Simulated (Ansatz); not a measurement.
# 1T-NiSSe monolayer in a perpendicular field, part 2 of 2

Wanted: the out-of-plane response of the 1T-NiSSe monolayer. A positive field points along +c.

Ansatz 0.2.0; plane-wave DFT, PBE-D3(BJ), Ansatz PAW.

So far. Step 11 (Field on, atoms free, field -0.1 V/Å): The dipole is -0.0677 e·Å, -0.0262 e·Å from its value without field, and the gap on the mesh 0.253 eV.

**12. Response, atoms relaxed (continued)**

The induced electron density oscillates, so the rows of the table below give means over windows of 1.42 Å about each position, cut where the curve ends. Its maxima inside the range that stand out by 2 % of the span (Å: e/Å³ per V/Å): 7.8: 0.00320, 9.2: 0.00488, 10.1: 0.00401, 11.5: -9.3e-4. Its minima: 8.8: -0.00307, 9.7: 0.00190, 10.5: -0.00358, 12.3: -0.00372.

Electrons, planar mean, per unit field. Induced electron density against z; means over each step:

| z (Å) | induced electron density (e/Å³ per V/Å) |
| --- | --- |
| 4.83 | 3.3e-5 |
| 6.25 | 4.7e-4 |
| 7.67 | 0.00240 |
| 9.09 | 0.00114 |
| 10.51 | -2.2e-4 |
| 11.93 | -0.00230 |
| 13.35 | -0.00143 |
| 14.77 | -1.1e-4 |
| 16.19 | -7.5e-6 |

The induced dipole is that of a conductor 4.73 Å thick.

**13. Varying the input**

This step: plane-wave DFT, PBE-D3(BJ), Ansatz PAW (Ansatz 0.2.0).

A run with a changed input: it repeats the earlier run at 0.1 V/Å with scf.occupations.method from fermi_dirac to cold, scf.occupations.width from 0.05 to 0.025 and kpoints.mp_grid.shift to [0.5, 0.5, 0.0].

Input file input.yaml:

```yaml
crystal:
  lattice:
    - [3.4049284223, 0.0, 0.0]
    - [-1.7024642112, 2.9487545118, 0.0]
    - [0.0, 0.0, 20.4384108917]
  atoms:
    - { symbol: Se, position: [0.6666666667, 0.3333333333, 0.4403473464] }
    - { symbol: Ni, position: [0.0, 0.0, 0.5039665978] }
    - { symbol: S, position: [0.3333333333, 0.6666666667, 0.5596526536] }
kpoints:
  mp_grid: { grid: [18, 18, 1], shift: [0.5, 0.5, 0.0] }
  band_path:
    path: [[0, 0, 0], [0.5, 0, 0], [0.33333333, 0.33333333, 0], [0, 0, 0]]
    npoints: 16
hamiltonian:
  xc: pbe
  dispersion: d3bj
scf:
  occupations: { method: cold, width: 0.025 }
  convergence: { dr2_threshold: 1.0e-10 }
efield:
  axis: 3
  dipole_correction: true
  ramp_position: 0.97
  ramp_width: 0.06
  amplitude: 0.1
output:
  write_potential: true
  write_density: true
  volumetric_format: npy
```

Run with:

```sh
ansatz run input.yaml --threads 2 --pin off --max-ram 3072MiB --backend cpu --events-out ev --progress --plain --runs-dir out
```

Run time: 43 s. Hardware: 2 threads of Arm Neoverse V2, shared host; peak memory 0.75 GiB.

Numbers from this step:

```yaml
gap_on_the_k_mesh: 0.2607 eV
dipole_along_the_normal: -0.01529 e·Å
gap_along_the_path: 0.2493 eV
smallest_direct_gap_along_the_path: 0.8350 eV
gap_the_smaller_of_path_and_mesh: 0.2493 eV
```

Deep bands are left out, so band numbers here count from the lowest band kept and differ from the log's. The electronic bands at the labelled points (eV, zero at the Fermi level of the run, which the smearing sets inside the gap; v1 is the highest filled band, c1 the lowest empty one):

| point | v4 | v3 | v2 | v1 | c1 | c2 | c3 | c4 |
| --- | --- | --- | --- | --- | --- | --- | --- | --- |
| Γ | -1.89 | -1.03 | -0.14 | -0.14 | 1.59 | 1.59 | 4.00 | 5.02 |
| halfway | -2.34 | -1.55 | -1.00 | -0.86 | 0.20 | 1.37 | 4.96 | 5.69 |
| M | -2.57 | -2.34 | -2.23 | -2.00 | 0.89 | 1.32 | 4.61 | 6.33 |
| halfway | -2.75 | -2.40 | -2.01 | -1.65 | 0.49 | 0.87 | 5.65 | 7.36 |
| K | -3.26 | -2.47 | -1.87 | -1.68 | 0.20 | 0.66 | 6.18 | 7.74 |
| halfway | -2.35 | -1.66 | -1.59 | -0.68 | 0.44 | 0.74 | 5.30 | 6.29 |
| Γ | -1.89 | -1.03 | -0.14 | -0.14 | 1.59 | 1.59 | 4.00 | 5.02 |

| quantity | this run | earlier run | difference |
| --- | --- | --- | --- |
| dipole along the normal (e·Å) | -0.01529 | -0.01524 | -4.2e-5 |
| gap along the path (eV) | 0.2493 | 0.2511 | -0.0018 |
| smallest direct gap along the path (eV) | 0.8350 | 0.8359 | -8.6e-4 |

Nothing in the table moves by 0.01 in its unit (for the dipole 0.5 % and 5e-5 e·Å). The run took 15 SCF cycles against 13.

The path shows an indirect gap of 0.25 eV (valence top at Γ, conduction bottom between K and Γ). The least direct gap is 0.83 eV.

**14. Varying the input: efield.amplitude = 0.3**

Another changed input: it repeats the earlier run at 0.1 V/Å with efield.amplitude from 0.1 to 0.3.

input.yaml: that of step 13 with these lines changed.

```diff
@@ -10,3 +10,3 @@
 kpoints:
-  mp_grid: { grid: [18, 18, 1], shift: [0.5, 0.5, 0.0] }
+  mp_grid: { grid: [18, 18, 1] }
   band_path:
@@ -18,3 +18,3 @@
 scf:
-  occupations: { method: cold, width: 0.025 }
+  occupations: { method: fermi_dirac, width: 0.05 }
   convergence: { dr2_threshold: 1.0e-10 }
@@ -25,3 +25,3 @@
   ramp_width: 0.06
-  amplitude: 0.1
+  amplitude: 0.3
 output:
```

The job ended after 19 s (2 threads; peak memory 0.5 GiB; 37 s of CPU time).

This step gave:

```
energy at zero smearing            : -12212.2996 eV
dipole along the normal            : 0.03736 e·Å
gap along the path                 : 0.2498 eV
smallest direct gap along the path : 0.8322 eV
gap, the smaller of path and mesh  : 0.2498 eV
```

Electronic bands along the path, in eV, zero at the Fermi level of the run, which the smearing sets inside the gap:

| point | band 17 | band 18 | band 19 | band 20 | band 21 | band 22 | band 23 | band 24 |
| --- | --- | --- | --- | --- | --- | --- | --- | --- |
| Γ | -1.85 | -0.97 | -0.09 | -0.09 | 1.64 | 1.64 | 3.45 | 4.42 |
| halfway | -2.29 | -1.50 | -0.95 | -0.81 | 0.25 | 1.42 | 4.49 | 5.37 |
| M | -2.52 | -2.29 | -2.18 | -1.93 | 0.94 | 1.37 | 4.65 | 6.35 |
| halfway | -2.70 | -2.35 | -1.96 | -1.59 | 0.54 | 0.92 | 5.68 | 7.32 |
| K | -3.20 | -2.41 | -1.82 | -1.62 | 0.25 | 0.71 | 6.21 | 7.69 |
| halfway | -2.30 | -1.62 | -1.54 | -0.63 | 0.49 | 0.79 | 4.83 | 5.73 |
| Γ | -1.85 | -0.97 | -0.09 | -0.09 | 1.64 | 1.64 | 3.45 | 4.42 |

| quantity | this run | earlier run | difference |
| --- | --- | --- | --- |
| dipole along the normal (e·Å) | 0.03736 | -0.01524 | 0.053 |
| gap along the path (eV) | 0.2498 | 0.2511 | -0.0013 |
| smallest direct gap along the path (eV) | 0.8322 | 0.8359 | -0.0037 |

The applied field differs, and the slope found earlier predicts a dipole of 0.0373 e·Å; this run gives 0.0374 e·Å, in line with it.

**15. What came out**

```yaml
gap_without_field: 0.252 eV
ionisation_energy_upper_face: 5.66 eV
electron_affinity_upper_face: 5.41 eV
step_between_the_vacuum_levels: 0.748 eV
equivalent_conductor_thickness_atoms_held: 4.73 Å
equivalent_conductor_thickness_atoms_relaxed: 4.73 Å
```

What this shows: The induced dipole equals that of a perfect conductor 4.73 Å thick, while the outer atoms lie 2.44 Å apart; an out-of-plane ε follows only once a thickness t is chosen, by 1 − 1/ε = 4.73 Å / t. The two faces differ: the vacuum level above lies 0.75 eV higher than the one below. The gap stays within 0.01 eV of 0.25 eV over the fields run, up to 0.35 V/Å in size. Semilocal functionals give gaps that are too small, and excitons are not included. The main runs have no spin polarisation; a magnetic state could lie lower and would change these results. Spin-orbit coupling is left out.

[Logs are printed without paths, hosts, clocks, repeated set-up lines and the standing remarks that a program may print on its own settings, such as how far it seeks lower states.]

[Hosts, paths, dates, database ids (printed as entryN), source tags and the programs' standing remarks are cut or masked in the printed files.]

[Maps of the electrostatic potential energy from Ansatz leave out the sawtooth potential of an applied field or a dipole correction, so their vacuum need not be flat; planar profiles and work functions include it.]
